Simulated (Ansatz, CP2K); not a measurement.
## Generalised stacking fault on (111) (glide set) of a Ge-Sn solid solution (48 atoms) in other programs, against a plane-wave reference

Wanted: errors and costs of other methods on generalised stacking fault on (111) (glide set) of a Ge-Sn solid solution (48 atoms). A plane-wave run serves as the reference.

Method: Kohn-Sham DFT, PBE, PAW, plane waves, in Ansatz 0.2.0.

### 1. The starting structure

The cell holds 48 atoms: 34 Ge and 14 Sn. Its edges and angles: a = 8.334 Å, b = 7.218 Å, c = 20.526 Å, α = 90.0°, β = 88.1°, γ = 90.0°. Diamond-structure Ge lattice (a = 5.8932 Å, the value set for the mixture), cell with z along [111], 2 x 1 x 2 periods; the third cell vector is tilted by 0.167 of 1/2[1-10] and lengthened by 0.1 Å, so the cell holds one fault (glide set); displaced by a Gaussian of 0.01 Å; 14 of 48 Ge sites given to Sn at random (lattice constant by Vegard's rule between Ge and Sn). Then every atom was moved at random, 0.05 Å r.m.s. a Cartesian component. The structure's axis is c.

### 2. The reference run

The PAW files are the set soft_2.

input.yaml reads:

```yaml
crystal:
  lattice:
    - [8.33424, 0.0, 0.0]
    - [0.0, 7.21767, 0.0]
    - [0.69449, 0.0, 20.51464]
  atoms:
    - { symbol: Ge, position: [0.73694, 0.50726, 0.02176] }
    - { symbol: Sn, position: [0.74156, 0.49464, 0.14796] }
    - { symbol: Sn, position: [0.72846, 0.82595, 0.18901] }
    - { symbol: Ge, position: [0.73005, 0.83094, 0.31015] }
    [... 38 atom lines left out ...]
    - { symbol: Sn, position: [0.93776, 0.31644, 0.68558] }
    - { symbol: Ge, position: [0.92818, 0.33644, 0.80717] }
    - { symbol: Sn, position: [0.92391, 0.67275, 0.8544] }
    - { symbol: Ge, position: [0.91456, 0.67982, 0.97469] }
    - { symbol: Ge, position: [0.1814, 0.17089, 0.8483] }
    - { symbol: Ge, position: [0.18044, 0.16799, 0.97478] }
kpoints:
  mp_grid: { grid: [1, 1, 1] }
hamiltonian:
  xc: pbe
scf:
  occupations: { method: fermi_dirac, width: 0.05 }
output:
  forces: true
  eigenvalues: true
  populations: true
  stress: true
```

On the command line:

```
$ ansatz run input.yaml --threads 4 --pin off --max-ram 8192MiB --backend cpu --events-out ev --progress --plain --runs-dir out
```

Log:

```text
[...]
Pseudopotentials: kind: paw
Pseudopotential: Ge, paw, valence charge 14, recommended cutoff 420 eV (normal), Ge.paw.azcp
Pseudopotential: Sn, paw, valence charge 14, recommended cutoff 420 eV (normal), Sn.paw.azcp
[...]
Crystal: 48 atoms, lattice volume = 1234.033 Å³
Basis set: ecut = 420 eV, 24125 PW (Γ), exchange–correlation on 120×100×288 points (8 copies of the dense FFT grid, shifted against one another)
Bands: 404, of which v1, the nominal top of the filled ones, is band 336 counted from 1 (335 counted from 0)
Symmetry: 1 space group operations
Space group: P1 (ITA 1), of the structure as read, at distance tolerance 1.1e-4 Å
k-points: 1
[...]
Initial density: superposition of atomic densities (neutral atoms: chi_scale 0, normalization atom), corrected by the library's trained network
Initial wavefunctions: pseudopotential atomic-orbital guess
[...]
SCF iter   1: F=—  HF=-230338.080482 eV  |F-HF|=—  |Δ(HF+E_count)|=         —  Δρ=5.92e-3  dr2=6.37e-1  ethr=1.77e-3  ⟨swp⟩=6.0  Hψ=1454  notcnv=0  defer=25
preconditioner: auto → LDOS  [metal: Δε(μ)=0.039 eV  Ē_g=21.397 eV  σ=0.050 eV  W_gap=0.19  n_scr=320 (ndim 8)  ℏωp=27.4 eV  f_vac=0.073  D(μ)=25.01/eV (n_scr^D=146)  β→1.0]
[...]
SCF iter   8: F=—  HF=-230338.004425 eV  |F-HF|=—  |Δ(HF+E_count)|=   3.37e-7  Δρ=4.17e-6  dr2=4.41e-7  ethr=7.05e-10  ⟨swp⟩=2.0  Hψ=662  notcnv=0  defer=43
SCF iter   9: F=-230338.004425 eV  HF=-230338.004425 eV  |F-HF|=4.17e-8  |Δ(HF+E_count)|=   3.85e-8  Δρ=1.77e-6  dr2=8.15e-8  ethr=1.49e-11  ⟨swp⟩=13.0  Hψ=2096  notcnv=0
SCF 1 converged in 9 iterations: F = -230338.004425 eV  dr2 = 8.15e-8
[...]
SCF converged after 9 iterations
Free energy (F): -230338.004425 eV
Harris-Foulkes:  -230338.004425 eV  (|F-HF|=4.17e-8)
Internal energy: -230337.798986 eV  (E = F + TS)
E sigma→0 (E₀):  -230337.901705 eV
Entropy (-TS):   -0.205439 eV (-4.280 meV/atom)
Fermi energy:    8.479440 eV
--- Per-component energies (eV) ---
[...]
Σ components = -230338.004425   (vs F -230338.004425, Δ=0.00e0)
--- Forces (eV/Å), atoms counted from 1 ---
  atom   1  Ge    -3.33556450    -2.09565376     1.16309905
  atom   2  Sn     1.74134123     0.33457365    -2.19035058
  atom   3  Sn    -0.04292732     1.21613364     0.72019147
  atom   4  Ge     0.72818068     0.80474330     1.31328101
[...]
atom  48  Ge     3.76976379     1.99209743    -2.47263807
  max |Σ_I F_I| component: 9.18e-6 eV/Å
--- Stress (GPa, compression-positive) ---
       19.886237       2.977789      -1.975814
        2.977789       4.316295      -3.236264
       -1.975814      -3.236264       7.023205
  P = ⅓ Tr σ = 10.4086 GPa (104.086 kbar)
--- Band table (eV) ---
  k-point 0: bands = ["-17.0021", "-16.8976", "-16.7361", "-16.7281", [... 388 levels ...], "12.7909", "12.8908", "12.9467", "12.9580", "13.0587", "13.0873", "13.1437", "13.1718", "13.1912", "13.2518", "13.3442", "13.3761"]
--- Löwdin populations: 48 sites ---
  site symbol       q [e]
     0     Ge     14.0809
     1     Sn     13.8214
     2     Sn     13.8025
[...]
47     Ge     14.0279
  spilling = 0.001845 (of n_electrons = 672.000000)
```

Wall time 26 s (4 threads of Arm Neoverse V1, shared host); peak memory 1.7 GiB; 90 s of CPU time.

The column dr2 measures how far the density is from self-consistency, as an energy; F and HF (Harris–Foulkes) agree once it is small.

The run gave:

| Quantity | Value |
| --- | --- |
| free energy | -230338.0044 eV |
| free energy per atom | -4798.7084 eV/atom |
| SCF cycles | 9 |
| pressure | 10.41 GPa |
| r.m.s. force component | 2.447 eV/Å |
| longest force | 13.52 eV/Å |
| Fermi energy | 8.479 eV |
| levels partly filled by over 2 per cent | 5 |
| spilling of the projection | 0.001845 |

Neighbours are counted within 2.88 Å (Ge-Ge), 3.03 Å (Ge-Sn), 2.84 Å (Sn-Sn).

Length of the force by element and coordination:

```
element  coordination  atoms  mean length of the force (eV/Å)  spread  least  most
     Ge           all     34                             2.58    2.86  0.193  13.5
     Ge             3      6                             7.33    3.90   4.11  13.5
     Ge             4     28                             1.56   0.916  0.193  3.80
     Sn           all     14                             3.65    3.49  0.668  12.8
     Sn             3      2                             11.8    1.02   10.8  12.8
     Sn             4     12                             2.29    1.02  0.668  3.73
```

Löwdin charges by element and coordination (they lack the spilled electrons, 0.026 e an atom on average):

```
element  coordination  atoms  mean charge (e)  spread   least     most
     Ge           all     34          -0.0688  0.0599  -0.203   0.0309
     Ge             3      6          -0.0804  0.0242  -0.101  -0.0279
     Ge             4     28          -0.0663  0.0648  -0.203   0.0309
     Sn           all     14            0.256   0.046   0.179    0.328
     Sn             3      2            0.278   0.035   0.243    0.313
     Sn             4     12            0.252  0.0465   0.179    0.328
```

The levels nearest the highest filled one (over half full), pooled over k-points and spins:

```
level less the highest filled one (eV)  occupation
                                -0.539           2
                                -0.384        2.00
                                -0.329        2.00
                                -0.243        1.99
                                -0.201        1.97
                                     0        1.05
                                0.0377       0.688
                                 0.116       0.198
                                 0.182       0.057
                                 0.195       0.044
                                 0.291       0.007
                                 0.471           0
```

### 3. The ladder

The programs:
- CP2K 2026.2: Gaussian basis with GTH pseudopotentials and a plane-wave density; labels give functional, basis (MOLOPT sets; SR short-range, UZH the newer set with its own potentials), grid cutoff/relative cutoff and solver (OT: orbital transformation; TRS4, TC2, SIGN: linear-scaling purification with its sparsity filter), or its built-in tight binding.

All use the same cell and atoms; the electronic-structure runs use the same k-mesh, and an electronic temperature of 580 K (0.05 eV) where levels are smeared.

Differences are against the plane-wave reference, forces as r.m.s. over components; share is that over the reference's r.m.s. force, slope the least-squares factor from reference forces to these. Total energies of different programs have different zeros and aren't compared.

```
                                                                     run  Δ force, r.m.s. (meV/Å)  share (%)  slope  Δ pressure (GPa)  cores  CPU time  memory (GiB)
                                                               reference                        -          -      -                 -      4      90 s           1.7
                 CP2K PBE+D3, DZVP-MOLOPT-SR, 350/50 Ry, diagonalisation                      241       9.86  0.906            -0.364      2   2.9 min           1.5
           CP2K PBE, DZVP-MOLOPT-SR, 175/50 Ry, diagonalisation (coarse)                      223       9.13  0.915             0.158      1   2.8 min          0.86
                    CP2K PBE, DZVP-MOLOPT-SR, 350/50 Ry, diagonalisation                      223       9.13  0.915             0.158      2   2.9 min           1.5
                    CP2K PBE, DZVP-MOLOPT-SR, 350/70 Ry, diagonalisation                      223       9.13  0.915             0.158      2   3.5 min           1.5
                    CP2K PBE, DZVP-MOLOPT-SR, 489/50 Ry, diagonalisation                      223       9.13  0.915             0.158      2   4.3 min           2.4
                          CP2K PBE, DZVP-UZH, 350/50 Ry, diagonalisation                      209       8.55  0.921           -0.0455      2     3 min           1.5
            CP2K PBE, SZV-MOLOPT-SR, 350/50 Ry, diagonalisation (coarse)                      594       24.3  1.162             -3.46      1      95 s           1.4
CP2K r2SCAN, SCAN potentials, DZVP-UZH(SCAN), 600/50 Ry, diagonalisation                      413       16.9  0.841             -7.35      4   9.6 min           4.4
```

Rows marked coarse were listed beforehand as settings not expected to be converged; some can still land near the reference.

CPU time is summed over cores on a shared host, where runs went side by side, so it is rough. Symmetry, cutoffs, thresholds, outputs and thread counts weren't matched or tuned between programs; memory under MPI is the largest rank's times the ranks.

Runs without a result: CP2K GFN1-xTB, diagonalisation (not converged, the SCF not settling).

Mean charges by element (e), by run and scheme:

```
                                                                     run     scheme     Ge     Sn
                                                               reference     Löwdin  -0.07  +0.26
                 CP2K PBE+D3, DZVP-MOLOPT-SR, 350/50 Ry, diagonalisation   Mulliken  -0.03  +0.08
                 CP2K PBE+D3, DZVP-MOLOPT-SR, 350/50 Ry, diagonalisation  Hirshfeld  -0.03  +0.06
                    CP2K PBE, DZVP-MOLOPT-SR, 350/50 Ry, diagonalisation   Mulliken  -0.03  +0.08
                    CP2K PBE, DZVP-MOLOPT-SR, 350/50 Ry, diagonalisation  Hirshfeld  -0.03  +0.06
                    CP2K PBE, DZVP-MOLOPT-SR, 350/70 Ry, diagonalisation   Mulliken  -0.03  +0.08
                    CP2K PBE, DZVP-MOLOPT-SR, 350/70 Ry, diagonalisation  Hirshfeld  -0.03  +0.06
                    CP2K PBE, DZVP-MOLOPT-SR, 489/50 Ry, diagonalisation   Mulliken  -0.03  +0.08
                    CP2K PBE, DZVP-MOLOPT-SR, 489/50 Ry, diagonalisation  Hirshfeld  -0.03  +0.06
                          CP2K PBE, DZVP-UZH, 350/50 Ry, diagonalisation   Mulliken  -0.06  +0.14
                          CP2K PBE, DZVP-UZH, 350/50 Ry, diagonalisation  Hirshfeld  -0.03  +0.06
CP2K r2SCAN, SCAN potentials, DZVP-UZH(SCAN), 600/50 Ry, diagonalisation   Mulliken  -0.10  +0.25
CP2K r2SCAN, SCAN potentials, DZVP-UZH(SCAN), 600/50 Ry, diagonalisation  Hirshfeld  -0.03  +0.07
```

The reference's Löwdin charges lack the electrons that the projection spills, 0.026 e an atom on average.

Within one program, basis, potentials and functional, energies share a zero. Each run against its twin at the usual cutoff or grid and solver:

```
                                                 run                                        twin  Δ energy (meV/atom)  Δ force, r.m.s. (meV/Å)         CPU time over the twin's
CP2K PBE, DZVP-MOLOPT-SR, 175/50 Ry, diagonalisation  DZVP-MOLOPT-SR, 350/50 Ry, diagonalisation              -3.0e-4                    0.094  0.98 (this twin ran on 2 cores)
CP2K PBE, DZVP-MOLOPT-SR, 350/70 Ry, diagonalisation  DZVP-MOLOPT-SR, 350/50 Ry, diagonalisation               2.0e-4                    0.001                              1.2
CP2K PBE, DZVP-MOLOPT-SR, 489/50 Ry, diagonalisation  DZVP-MOLOPT-SR, 350/50 Ry, diagonalisation               1.0e-4                     0.02                              1.5
```

### 4. Results

```yaml
reference_r_m_s_force_component: 2.45 eV/Å
nearest_in_forces: CP2K PBE, DZVP-UZH, 350/50 Ry, diagonalisation, 8.6 %
farthest_in_forces: CP2K PBE, SZV-MOLOPT-SR, 350/50 Ry, diagonalisation (coarse), 24 %
cheapest_electronic_structure_run_beside_the_reference: CP2K PBE, SZV-MOLOPT-SR, 350/50 Ry, diagonalisation, 95 s of CPU time
```

The PBE runs in local orbitals, coarse settings apart, differ by 8.6 % (CP2K PBE, DZVP-UZH, 350/50 Ry, diagonalisation) to 9.1 % (CP2K PBE, DZVP-MOLOPT-SR, 350/50 Ry, diagonalisation); basis, grid and potentials can all enter. Rows with another functional or a dispersion term differ by 9.9 % (CP2K PBE+D3, DZVP-MOLOPT-SR, 350/50 Ry, diagonalisation) to 17 % (CP2K r2SCAN, SCAN potentials, DZVP-UZH(SCAN), 600/50 Ry, diagonalisation), which mixes the change of model with differences of basis and potentials, some of them made for another functional. Runs with settings chosen to be coarse differ by 9.1 % (CP2K PBE, DZVP-MOLOPT-SR, 175/50 Ry, diagonalisation) to 24 % (CP2K PBE, SZV-MOLOPT-SR, 350/50 Ry, diagonalisation), their programs' other errors included. None of the electronic-structure runs in the table takes under half the reference's CPU time of 90 s; they take 1.1 to 6.4 times as much. CP2K PBE, SZV-MOLOPT-SR, 350/50 Ry, diagonalisation stiffens the forces by a factor of 1.16 while following their directions (correlation 0.988); the slopes of the 8 CP2K runs lie between 0.84 and 1.16. In pressure, CP2K PBE, SZV-MOLOPT-SR, 350/50 Ry, diagonalisation misses by -3.5 GPa, at the same functional. Charges hang on scheme and program or settings: among these rows the mean for Sn runs from +0.06 to +0.26 e. In the reference: counting bands leaves a spacing of only 0.038 eV (at Γ alone), which the smearing bridges: 5 levels are partly filled by over 2 %, so a gap, if any, is small at this level. In the reference: forces differ by site in this geometry: Ge atoms with 3 neighbours bear 7.3 eV/Å on average, against 1.6 eV/Å for those with 4. The potentials hold different valence shells: 672 electrons in the reference, 192 in CP2K with SZV-MOLOPT-SR; this bears on time and differences. The reference's stress is far from hydrostatic: its diagonal is 19.9, 4.3, 7.0 GPa, compression counted positive. The host structure and its lattice constant were typed by rule, without a check against the phase diagram. The reference's pressure of 10 GPa belongs to a cell and atoms that aren't relaxed at this level. The electronic-structure runs sample only Γ, in a cell whose shortest periodic width is 7 Å, which is coarse for a cell with partly filled levels.

[Also dropped from logs without a mark: logging warnings of Python, and SIESTA's first energy breakdown and zero terms.]

[Logs are printed without paths, hosts, clocks, repeated set-up lines and the standing remarks that a program may print on its own settings, such as how far it seeks lower states.]

[Hosts, paths, dates, database ids (printed as entryN), source tags and the programs' standing remarks are cut or masked in the printed files.]
